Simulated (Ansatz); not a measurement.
**What LiMgF3 (built on the sites of a database entry of BaLiF3) distorts into**

Aim: this structure of LiMgF3 (built on the sites of a database entry of BaLiF3) is to be tested for unstable modes, and one is followed downhill.

Method: DFT PBEsol, scalar-relativistic, plane waves, PAW, in Ansatz 0.2.0.

Most raw output is cut from this account.

The structure was built from a prototype and need not be the compound's stable phase.

## (1) The starting structure

It takes space group Pm-3m (No. 221, cubic). The conventional cell has a = 3.581 Å, b = 3.581 Å, c = 3.581 Å, α = 90.00°, β = 90.00°, γ = 90.00°. Nearest to Mg lie 12 F at 2.53 Å. Li has 6 F at 1.79 Å nearest. Nearest to F lie 2 Li at 1.79 Å and 4 Mg at 2.53 Å. Farther neighbours and most contacts between anions are not listed.

## (2) Response at finite wavevector

The cell comes from relaxations at this level that are not shown. Stability and thermal properties need the whole zone. Linear response on a 4×4×4 q mesh gives force constants as far as a supercell of that size would, and the tensors from the zone-centre run are typed in so that the long-range dipole term is interpolated apart.

File input.yaml:

```yaml
crystal:
  lattice:
    - [3.5809645263, 0.0, 0.0]
    - [0.0, 3.5809645263, 0.0]
    - [0.0, 0.0, 3.5809645263]
  atoms:
    - { symbol: Mg, position: [0.0, 0.0, 0.0] }
    - { symbol: Li, position: [0.5, 0.5, 0.5] }
    - { symbol: F, position: [0.0, 0.5, 0.5] }
    - { symbol: F, position: [0.5, 0.5, 0.0] }
    - { symbol: F, position: [0.5, 0.0, 0.5] }
kpoints:
  mp_grid: { grid: [8, 8, 8] }
hamiltonian:
  xc: pbesol
scf:
  occupations: { method: fixed }
output:
  eigenvalues: true
phonons:
  method: dfpt
  qmesh: [4, 4, 4]
  temperatures: { t_max: 1000, t_step: 50 }
  qpath:
    path:
      - [[0.0, 0.0, 0.0], [0.0, 0.5, 0.0], [0.5, 0.5, 0.0], [0.0, 0.0, 0.0], [0.5, 0.5, 0.5], [0.0, 0.5, 0.0]]
      - [[0.5, 0.5, 0.5], [0.5, 0.5, 0.0]]
    npoints: 10
  non_analytic_term:
    high_frequency_dielectric_tensor: [[2.4317, 0.0, 0.0], [0.0, 2.4317, 0.0], [0.0, 0.0, 2.4317]]
    born_effective_charges:
      - { species: Mg, tensor: [[2.4213, 0.0, 0.0], [0.0, 2.4213, 0.0], [0.0, 0.0, 2.4213]] }
      - { species: Li, tensor: [[0.9382, 0.0, 0.0], [0.0, 0.9382, 0.0], [0.0, 0.0, 0.9382]] }
      - { species: F, tensor: [[-1.0574, 0.0, 0.0], [0.0, -1.151, 0.0], [0.0, 0.0, -1.151]] }
      - { species: F, tensor: [[-1.151, 0.0, 0.0], [0.0, -1.151, 0.0], [0.0, 0.0, -1.0574]] }
      - { species: F, tensor: [[-1.151, 0.0, 0.0], [0.0, -1.0574, 0.0], [0.0, 0.0, -1.151]] }
    source: "zone-centre run at this cell"
```

Started as:

```
$ ansatz run input.yaml --threads 4 --pin off --max-ram 7168MiB --backend cpu --events-out ev --progress --plain --runs-dir out
```

Wall time 13 min (4 threads of Arm Neoverse N1, shared host); peak memory 1.4 GiB; 37 min of CPU time.

This step gave:

* gap on the k-mesh: 3.739 eV
* volume per atom: 9.184 Å³
* sum-rule residual before enforcement: 0.001038 eV/Å²
* lowest frequency on the path: -286.5 cm⁻¹
* point group: m-3m
* highest frequency on the path or at a solved wavevector: 749.1 cm⁻¹
* highest optical mode at the zone centre (no LO-TO term): 682.8 cm⁻¹
* lowest optical zone-centre mode: -227.6 cm⁻¹
* lowest mode on the q mesh (acoustic modes at Γ apart): -286.5 cm⁻¹

Frequencies (cm⁻¹) solved at each irreducible wavevector; negative means imaginary. Frequencies by wavevector, by row:

| q in reciprocal lattice units | star | mode 1 | mode 2 | mode 3 | mode 4 | mode 13 | mode 14 | mode 15 |
| --- | --- | --- | --- | --- | --- | --- | --- | --- |
| 0 0 0 | 1 | -227.6 | -227.6 | -227.6 | -102 | 682.8 | 682.8 | 682.8 |
| 0 0 0.25 | 6 | -218.9 | -218.9 | -99.2 | -99.2 | 682 | 682 | 713.4 |
| 0 0 -0.5 | 3 | -207.6 | -207.6 | -117.1 | -117.1 | 650.2 | 681.1 | 681.1 |
| 0 0.25 0.25 | 12 | -227 | -207.8 | -178.3 | -106.8 | 655.1 | 681.2 | 716.3 |
| 0 0.25 -0.5 | 12 | -239.6 | -192.5 | -185.6 | -149.4 | 649.2 | 680 | 680.4 |
| 0 -0.5 -0.5 | 3 | -284.9 | -198.5 | -198.5 | -170.2 | 648.5 | 648.5 | 679.7 |
| 0.25 0.25 0.25 | 8 | -220.2 | -220.2 | -211 | -149.1 | 653.2 | 653.2 | 717.3 |
| 0.25 0.25 -0.5 | 12 | -241.2 | -232.8 | -195.2 | -193.7 | 643.6 | 651.4 | 690.1 |
| 0.25 -0.5 -0.5 | 6 | -285.7 | -234.7 | -234.7 | -177.2 | 638.4 | 638.4 | 668.3 |
| -0.5 -0.5 -0.5 | 1 | -286.5 | -286.5 | -286.5 | -184.9 | 629.1 | 629.1 | 629.1 |

Interpolated from a 4×4×4 q mesh, with the LO-TO term (at Γ the limit along the path; where Γ stands inside the path, tables give the limit on arrival). The phonon branches at the labelled points (cm⁻¹):

| point | branch 1 | branch 2 | branch 3 | branch 4 | branch 12 | branch 13 | branch 14 | branch 15 |
| --- | --- | --- | --- | --- | --- | --- | --- | --- |
| Γ | -228 | -228 | -102 | -102 | 409 | 683 | 683 | 749 |
| halfway | -219 | -219 | -99 | -99 | 443 | 682 | 682 | 713 |
| X | -208 | -208 | -117 | -117 | 523 | 650 | 681 | 681 |
| halfway | -240 | -192 | -186 | -149 | 502 | 649 | 680 | 680 |
| M | -285 | -198 | -198 | -170 | 545 | 648 | 648 | 680 |
| halfway | -227 | -208 | -178 | -107 | 449 | 655 | 681 | 716 |
| Γ | -228 | -228 | -102 | -102 | 409 | 683 | 683 | 749 |
| halfway | -220 | -220 | -211 | -149 | 459 | 653 | 653 | 717 |
| R | -286 | -286 | -286 | -185 | 579 | 629 | 629 | 629 |
| halfway | -241 | -233 | -195 | -194 | 501 | 644 | 651 | 690 |
| X | -208 | -208 | -117 | -117 | 523 | 650 | 681 | 681 |
| jump to R | -286 | -286 | -286 | -185 | 579 | 629 | 629 | 629 |
| halfway | -286 | -235 | -235 | -177 | 540 | 638 | 638 | 668 |
| M | -285 | -198 | -198 | -170 | 545 | 648 | 648 | 680 |

Symmetry leaves 10 wavevectors to solve. The lowest mode among them, the acoustic zeros apart, lies at q = (-0.5, -0.5, -0.5) and is imaginary, 286.5i cm⁻¹, so the energy falls along it.

## (3) The mode frozen in, largest atomic shift 0 Å

The mode followed lies at q = (-0.5, -0.5, -0.5) with frequency 286.5i cm⁻¹ and is 3-fold degenerate, the softest among the wavevectors solved. At small amplitude the distorted cell has space group no. 74 by a symmetry search on the positions. The undistorted cell that holds it gives the zero of energy on the same k mesh.

System of this step: LiMgF3 (built on the sites of a database entry of BaLiF3). The structure is cubic, space group Pm-3m (No. 221). Conventional cell: a = 3.581 Å, b = 3.581 Å, c = 3.581 Å, α = 90.00°, β = 90.00°, γ = 90.00°. Nearest to Mg lie 12 F at 2.53 Å. Nearest to Li lie 6 F at 1.79 Å. Nearest to F lie 2 Li at 1.79 Å and 4 Mg at 2.53 Å. Farther neighbours and most contacts between anions are not listed.

File input.yaml:

```yaml
crystal:
  lattice:
    - [3.5809645263, 3.5809645263, 0.0]
    - [3.5809645263, 0.0, 3.5809645263]
    - [3.5809645263, 0.0, -3.5809645263]
  atoms:
    - { symbol: Mg, position: [0.0, 0.5, 0.5] }
    - { symbol: Mg, position: [0.0, 0.0, 1.0] }
    - { symbol: Li, position: [0.5, 0.25, 0.75] }
    - { symbol: Li, position: [0.5, 0.75, 0.25] }
    - { symbol: F, position: [0.5, 0.5, 0.0] }
    - { symbol: F, position: [0.5, 0.0, 0.5] }
    - { symbol: F, position: [0.5, 0.5, 0.5] }
    - { symbol: F, position: [0.5, 0.0, 0.0] }
    - { symbol: F, position: [0.0, 1.0, 0.5] }
    - { symbol: F, position: [0.0, 0.5, 0.0] }
kpoints:
  mp_grid: { grid: [6, 6, 6] }
hamiltonian:
  xc: pbesol
scf:
  occupations: { method: gaussian, width: 0.02 }
output:
  forces: true
  stress: true
  eigenvalues: true
```

Wall time 2.3 s (4 threads); peak memory 0.4 GiB.

This step gave:

* pressure: 0.008918 GPa
* energy from the undistorted cell: 0 meV/atom

At this level the gap is 3.74 eV on the k-mesh of the self-consistent run, which can miss the band edges.

## (4) The mode frozen in, largest atomic shift 0.6 Å

The atoms are moved along the unstable eigenvector, the largest shift by 0.6 Å, with the cell fixed.

File input.yaml:

```yaml
crystal:
  lattice:
    - [3.5809645263, 3.5809645263, 0.0]
    - [3.5809645263, 0.0, 3.5809645263]
    - [3.5809645263, 0.0, -3.5809645263]
  atoms:
    - { symbol: Mg, position: [0.0, 0.5, 0.5] }
    - { symbol: Mg, position: [0.0, 0.0, 1.0] }
    - { symbol: Li, position: [0.5, 0.25, 0.75] }
    - { symbol: Li, position: [0.5, 0.75, 0.25] }
    - { symbol: F, position: [0.5, 0.440761202, 0.059238798] }
    - { symbol: F, position: [0.5, 0.059238798, 0.440761202] }
    - { symbol: F, position: [0.3815224039, 0.6184775961, 0.6184775961] }
    - { symbol: F, position: [0.6184775961, -0.1184775961, -0.1184775961] }
    - { symbol: F, position: [0.0, 1.059238798, 0.440761202] }
    - { symbol: F, position: [0.0, 0.440761202, 0.059238798] }
kpoints:
  mp_grid: { grid: [6, 6, 6] }
hamiltonian:
  xc: pbesol
scf:
  occupations: { method: gaussian, width: 0.02 }
output:
  forces: true
  stress: true
  eigenvalues: true
```

Elapsed: 5.8 s, on 4 threads; peak memory 0.47 GiB.

Numbers from this step:

```yaml
pressure: -0.1656 GPa
gap_on_the_k_mesh: 5.387 eV
energy_from_the_undistorted_cell: -261.1 meV/atom
```

The energy, extrapolated to zero smearing, is -261.10 meV/atom against the undistorted cell.

The run ends at a pressure of -0.17 GPa, with forces up to 1.2 eV/Å.

## (5) Energy along the mode, all amplitudes (two of the runs are shown above)

An imaginary frequency means negative curvature, so the energy should fall and then rise again as anharmonic terms take over.

This step gave:

| Property | Result |
| --- | --- |
| depth at the lowest point sampled | 261.1 meV/atom |
| largest atomic shift at that point | 0.6 Å |

The energy from the parent by largest atomic shift:

```csv
largest atomic shift (Å),energy from the parent (meV/atom)
0.000,0
0.040,-1.83
0.080,-7.28
0.140,-21.9
0.220,-52.2
0.320,-103
0.450,-181
0.600,-261
```

Displacement at unit largest shift by atom:

| atom | x (Å) | y (Å) | z (Å) | size |
| --- | --- | --- | --- | --- |
| Mg1 | 0.000 | 0.000 | 0.000 | 0.000 |
| Mg2 | 0.000 | 0.000 | 0.000 | 0.000 |
| Li3 | 0.000 | 0.000 | 0.000 | 0.000 |
| Li4 | 0.000 | 0.000 | 0.000 | 0.000 |
| F5 | 0.000 | 0.000 | -0.707 | 0.707 |
| F6 | 0.000 | 0.000 | 0.707 | 0.707 |
| F7 | 0.707 | -0.707 | 0.000 | 1.000 |
| F8 | -0.707 | 0.707 | 0.000 | 1.000 |
| F9 | 0.000 | 0.000 | 0.707 | 0.707 |
| F10 | 0.000 | 0.000 | -0.707 | 0.707 |

The lowest of the steps tried is the last one, at 0.6 Å, 261 meV/atom below the parent; the bottom of the well need not coincide with a step.

## (6) Relaxation from the frozen mode

Starting from the lowest point found, all atoms and the cell are let go, so that strain and other modes of the same symmetry can join in.

input.yaml: that of step 4 with these lines changed.

```diff
@@ -21,3 +21,3 @@
 scf:
-  occupations: { method: gaussian, width: 0.02 }
+  occupations: { method: fixed }
 output:
@@ -26 +26,10 @@
   eigenvalues: true
+  write_density: true
+  write_potential: true
+  elf: true
+  volumetric_format: npy
+relax:
+  adjacent_minimum: "off"
+  f_tol: 0.002
+  max_steps: 120
+  cell: { stress_tol: 0.03 }
```

Wall time 2.6 min (4 threads); peak memory 0.53 GiB.

Step by step (22 of 23):

```
step  energy less that of the first step (eV)  largest force component (eV/Å)  pressure (GPa)  volume (Å³)
   1                                   0.0000                          0.9331           -0.17        91.84
   2                                  -0.4958                          0.8455           -0.46        92.77
   3                                  -1.1050                          0.7292            6.18        92.29
   4                                  -1.2724                          0.4413           -1.38        99.17
   5                                  -1.3054                          0.0690           -0.47        98.73
   6                                  -1.3115                          0.0294            0.15        98.15
   7                                  -1.3115                          0.0051           -0.01        98.19
   8                                  -1.3114                          0.0005            0.00        98.21
  9*                                  -1.4124                          0.0081            1.58        98.21
  10                                  -1.4319                          0.0326            0.69        99.81
  11                                  -1.4317                          0.0100            0.06       101.32
  13                                  -1.4312                          0.0002           -0.01       101.41
 14*                                  -1.4566                          0.0006            0.19       101.41
  15                                  -1.4562                          0.0353            0.03       101.88
  16                                  -1.4558                          0.0115           -0.02       102.08
  17                                  -1.4560                          0.0039           -0.01       102.05
  18                                  -1.4561                          0.0000            0.00       102.04
 19*                                  -1.4597                          0.0001            0.03       102.04
  20                                  -1.4593                          0.0005            0.00       102.17
 21*                                  -1.4600                          0.0005            0.01       102.17
  22                                  -1.4598                          0.0002            0.00       102.21
 23*                                  -1.4601                          0.0002            0.00       102.21
```

Relaxation steps marked * repeat the geometry before them on a plane-wave basis chosen anew for their cell, so energy and pressure can jump there. Other such steps can lie between the rows shown.

Forces are held to the 8 operations that the run works with; a distortion that breaks them can't arise in this run.

| cell as run | before | after | change |
| --- | --- | --- | --- |
| a (Å) | 5.064 | 5.301 | +4.7 % |
| b (Å) | 5.064 | 5.404 | +6.7 % |
| c (Å) | 5.064 | 5.404 | +6.7 % |
| α (°) | 90.00 | 97.76 | +8.6 % |
| β (°) | 60.00 | 60.63 | +1.1 % |
| γ (°) | 60.00 | 60.63 | +1.1 % |
| volume (Å³/atom) | 9.18 | 10.22 | +11.3 % |

The atoms that moved most (Å, as changes of fractional coordinates times the final cell):

| atom | dx | dy | dz | length |
| --- | --- | --- | --- | --- |
| Mg1 | -0.260 | 0.260 | 0.000 | 0.368 |
| Mg2 | 0.260 | -0.260 | 0.000 | 0.368 |
| F7 | 0.209 | -0.209 | 0.000 | 0.296 |
| F8 | -0.209 | 0.209 | 0.000 | 0.296 |
| F6 | 0.000 | 0.000 | 0.281 | 0.281 |
| F5 | 0.000 | 0.000 | -0.281 | 0.281 |
| F10 | 0.000 | 0.000 | -0.281 | 0.281 |
| F9 | 0.000 | 0.000 | 0.281 | 0.281 |

Final coordinates:

```xyz
10
Lattice="3.7482 3.7482 0.0000 3.5486 0.1996 4.0711 3.5486 0.1996 -4.0711" Properties=species:S:1:pos:R:3 pbc="T T T"
Mg    3.2884    0.4597    0.0000
Mg    3.8088   -0.0606   -4.0711
Li    5.4227    2.0736   -2.0355
Li    5.4227    2.0736    2.0355
F     3.6484    1.9739    1.2717
F     3.6484    1.9739   -1.2717
F     6.0285    1.4678    0.0000
F     1.2683    2.4799    0.0000
F     5.3229    0.2993    2.7994
F     1.7743    0.0998    1.2717
```

Numbers from this step:

| Property | Result |
| --- | --- |
| pressure | 0.001210 GPa |
| gap on the k-mesh | 5.873 eV |
| volume per atom | 10.22 Å³ |

Electrostatic potential energy in the bc plane of the conventional cell at fractional x = 0.500, with atoms of Mg and Li and F within 0.2 Å of it. With pseudopotentials it is smooth inside the atoms' cores, unlike the true potential.

Ten even steps from '_' (-58 eV) to '@' (9 eV), each cell a mean:
```
==**@@@@@@****@@@@@@**==++%%@@@@@@@@@@@@@@%%++
##%%@@@@**----**@@@@%%##%%@@@@@@@@@@@@@@@@@@%%
@@@@@@@@++::::++@@@@@@@@@@@@@@@@%%%%%%@@@@@@@@
@@@@@@@@%%++++%%@@@@@@@@@@@@@@%%**++**%%@@@@@@
@@@@@@@@@@%%%%@@@@@@@@@@@@@@%%**..__::**@@@@@@
@@@@@@%%##++++##@@@@@@@@@@@@%%**______**%%@@@@
@@@@@@%%==____==%%@@@@@@@@@@@@##==..==##@@@@@@
@@@@@@%%--____--%%@@@@@@@@@@@@@@%%##%%@@@@@@@@
@@@@@@%%**::::**%%@@@@@@@@@@@@@@%%##%%@@@@@@@@
@@@@@@@@%%####%%@@@@@@@@@@@@@@%%==--==@@@@@@@@
@@@@@@@@@@@@@@@@@@@@@@@@@@@@@@%%--::--%%@@@@@@
**##@@@@@@@@@@@@@@@@##****%%@@@@++--++@@@@%%**
==**%%@@@@@@@@@@@@%%**==++##@@@@@@%%@@@@@@##==
```
Columns run along b (8.1 Å; values clipped at the 3rd and 97th percentile), rows up along c (4.7 Å), edges of the conventional cell, whose origin can differ from the input's. Atoms in or near the plane, at fractional coordinates: Mg at (0.75, 0.58), Mg at (0.25, 0.42), Li at (0.00, 0.00), Li at (0.50, 0.00), F at (0.25, 0.82), F at (0.75, 0.18).

ELF in the bc plane of the conventional cell at fractional x = 0.500, with atoms of Mg and Li and F within 0.2 Å of it. It is the smooth field of the valence electrons, not physical close to the nuclei.

Ten even steps from '_' (0.00) to '@' (0.97), each cell a mean:
```
@@==__--##%%%%##--__==@@##..____..::..____..##
..__..**%%####%%**..__..______________________
____::**%%****%%**::__________________________
____..++##%%%%##++..____________..::..________
______::========::____________..------..______
__________::::________________::--::--::______
________--------______________..------________
________--------______________..........______
________..----..____________::++**##**++::____
__________..________________==##########==____
____________________________==####++####==____
++..________________..++==__::##%%##%%##::__==
@@++____::====::____++@@@@::__==**##**--__::@@
```
Columns run along b (8.1 Å), rows up along c (4.7 Å), edges of the conventional cell, whose origin can differ from the input's. Atoms in or near the plane, at fractional coordinates: Mg at (0.75, 0.58), Mg at (0.25, 0.42), Li at (0.00, 0.00), Li at (0.50, 0.00), F at (0.25, 0.82), F at (0.75, 0.18).

Valence density in the bc plane of the conventional cell at fractional x = 0.500, with atoms of Mg and Li and F within 0.2 Å of it. It is the smooth field of the valence electrons, not physical close to the nuclei.

Values in e/Å³, 7 rows by 16 columns, each cell a mean:
```
 2  0  0  3  5  1  0  1  2  0  0  0  0  0  0  1
 0  0  1  5  8  1  0  0  0  0  0  0  0  0  0  0
 0  0  0  1  1  0  0  0  0  0  0  9 15  1  0  0
 0  0  0  8 13  1  0  0  0  0  0  4  7  1  0  0
 0  0  0  5  9  1  0  0  0  0  0  1  1  0  0  0
 0  0  0  0  0  0  0  0  0  0  1  6  9  1  0  0
 4  0  0  0  0  0  0  2  4  0  0  2  2  1  0  2
```
Columns run along b (8.1 Å), rows up along c (4.7 Å), edges of the conventional cell, whose origin can differ from the input's. Atoms in or near the plane, at fractional coordinates: Mg at (0.75, 0.58), Mg at (0.25, 0.42), Li at (0.00, 0.00), Li at (0.50, 0.00), F at (0.25, 0.82), F at (0.75, 0.18).

The distorted start has space group Imma; the relaxation ends in Imma.

## (7) Outcome

```json
{
 "unstable mode of the parent": "q = (-0.5, -0.5, -0.5), 286i cm⁻¹",
 "depth at the lowest point sampled": "261 meV/atom",
 "largest atomic shift at that point": "0.6 Å",
 "space group reached (within 0.01 Å)": "Imma",
 "energy gained over the parent (first relaxation, on the mesh of the frozen mode)": "407 meV/atom",
 "volume per atom, phase reached": "10.2 Å³",
 "gap on the k-mesh, phase reached": "5.87 eV"
}
```

**Reading.** Along this mode the structure falls into Imma, 407 meV/atom below the parent. At the parent's cell the well is 261.1 meV/atom deep on the steps tried, with its lowest point at a shift of 0.6 Å. That is the last step tried, so the steps alone don't bracket the bottom of the well. Relaxing atoms and cell changes the gain by +146.01 meV/atom against the lowest step (energies at zero smearing). The modes of the phase reached were not computed on this path. Of the 4 patterns followed to their end from this parent, this one reaches the lowest energy. Each path keeps the symmetry of its pattern, so a lower phase may lie along a pattern not tried. The volume moved by more than a tenth on the k mesh of the start, so the energy gain is rough. The starting cell was built on a prototype and not taken from a measurement, so the phase need not exist.

[Logs are printed without paths, hosts, clocks, repeated set-up lines and the standing remarks that a program may print on its own settings, such as how far it seeks lower states.]

[Hosts, paths, dates, database ids (printed as entryN), source tags and the programs' standing remarks are cut or masked in the printed files.]
